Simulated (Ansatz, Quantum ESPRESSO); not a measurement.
# HfN (001), rock salt: a film clamped to its substrate

A thin film takes the in-plane lattice of its substrate and is free along the normal. How do the free axis and the stress follow the misfit? The strained cell has c along the film normal; unstrained it is a = 3.1830 Å, b = 3.1830 Å, c = 4.5015 Å, α = 90.00°, β = 90.00°, γ = 90.00°, with 4 atoms.

Calculated with Ansatz 0.2.0, PBEsol, PAW files of the set soft_1, cutoff 600 eV, Fermi–Dirac smearing 0.05 eV, k-mesh 14×14×10, no spin polarisation, no spin-orbit coupling.

Relaxed positions at 0 %:

```csv
atom,x,y,z
Hf,0.0000,0.0000,0.0000
Hf,0.5000,0.5000,0.5000
N,0.0000,0.0000,0.5000
N,0.5000,0.5000,0.0000
```

| ε∥ (%) | a (Å) | c (Å) | ε⊥ (%) | σ (GPa, tension positive) |
| --- | --- | --- | --- | --- |
| −3 | 3.0875 | 4.5521 | 1.125 | −25.53 |
| −2 | 3.1194 | 4.5347 | 0.737 | −15.98 |
| −1 | 3.1512 | 4.5157 | 0.315 | −7.70 |
| 0 | 3.1830 | 4.4972 | −0.096 | −0.42 |
| 1 | 3.2149 | 4.4813 | −0.450 | 6.17 |
| 3 | 3.2785 | 4.4544 | −1.047 | 17.28 |

**Question.** Fit both responses and give the free strain and the stress at +2 %, a row left out above.

Least squares with y = y0 + y1 ε + y2 ε² (ε in %) gives ε⊥ = −0.081 + (−0.3669) ε + (0.0140) ε² and σ = −0.33 + (7.094) ε + (−0.416) ε² GPa. The linear terms put the ratio of free to applied strain at −0.367 and the biaxial modulus at 709 GPa. The rows at ±1 % alone give −0.382 and 694 GPa, so higher orders enter the wide fit.

At +2 % the free strain comes out as −0.759 %. The run itself gives −0.752 %, so the estimate misses by 0.007 %; the fitted rows themselves lie up to 0.028 % off the law.

The stress comes out as 12.19 GPa. The run itself gives 12.10 GPa, so the estimate misses by 0.09 GPa; the fitted rows themselves lie up to 0.21 GPa off the law.

For a cubic crystal strained in (001), ε⊥/ε∥ = −R with R = 2C12/C11, the modulus is C11 + C12 − 2C12²/C11 = C11(1 + R/2 − R²/2), so C11 = 636 GPa and C12 = 117 GPa.

The negative ε² term means that the crystal stiffens in compression and softens in tension.

The same fit over all rows at other levels or in other programs gives the strain ratio = −0.369 with PBEsol (Quantum ESPRESSO, GBRV).

[Logs are printed without paths, hosts, clocks, repeated set-up lines and the standing remarks that a program may print on its own settings, such as how far it seeks lower states.]
